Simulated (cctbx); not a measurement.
**Absolute structure of Al5CuTe8**

Space group P-42m (no. 111), a = 5.8810 Å, b = 5.8810 Å, c = 12.0240 Å, α = 90.00°, β = 90.00°, γ = 90.00°.

| atom | mult. | x | y | z | Ueq (Å²) |
| --- | --- | --- | --- | --- | --- |
| Te1 | 4 | 0.7592 | 0.2408 | 0.3884 | 0.0060 |
| Te2 | 4 | 0.7266 | 0.2734 | 0.8809 | 0.0062 |
| Cu1 | 1 | 1/2 | 1/2 | 1/2 | 0.0073 |
| Al1 | 1 | 0 | 0 | 0 | 0.0102 |
| Al2 | 4 | 1/2 | 0 | 0.2579 | 0.0093 |

This is a model crystal, built by substitution and not relaxed, with assumed displacement parameters.

Data sets are simulated with cctbx and refined with Bijvoet mates kept apart; Flack x is then fitted as the share of an inverted twin with the atoms fixed, Hooft y from the Bijvoet differences. The group is acentric but holds improper operations, so there is an absolute structure (orientation) and no hand.

Untwinned crystal. What Flack and Hooft values should come out?

```csv
λ (Å),extinction (unmodelled),d min (Å),top counts,error (%),model,R1,Flack x,s.u.,Hooft y,s.u.,pairs
0.71073,0.3,0.77,70000,6,as given,0.0152,0.02,0.03,0.015,0.028,212
0.71073,0.3,0.77,70000,6,inverted,0.0200,0.98,0.03,0.994,0.028,212
1.54184,0.1,0.83,5000,2,as given,0.0185,0.01,0.04,0.003,0.018,165
```

With Mo Kα, x is within 3 s.u. of 0, so the absolute structure is right. With Cu Kα, x is within 3 s.u. of 0, so the absolute structure is right. Inverting the model turns x into about 1 − x.

A further crystal gives:

| λ (Å) | extinction (unmodelled) | d min (Å) | top counts | error (%) | model | R1 | Flack x | s.u. | Hooft y | s.u. | pairs |
| --- | --- | --- | --- | --- | --- | --- | --- | --- | --- | --- | --- |
| 0.71073 | 0 | 0.7 | 5000 | 4 | as given | 0.0219 | 0.62 | 0.07 | 0.613 | 0.065 | 284 |

**Question.** What is it?

It was simulated as an inversion twin with a fraction 0.5 of the inverted domain. Flack x is over 3 s.u. from both 0 and 1 and reads that fraction.

[Logs are printed without paths, hosts, clocks, repeated set-up lines and the standing remarks that a program may print on its own settings, such as how far it seeks lower states.]
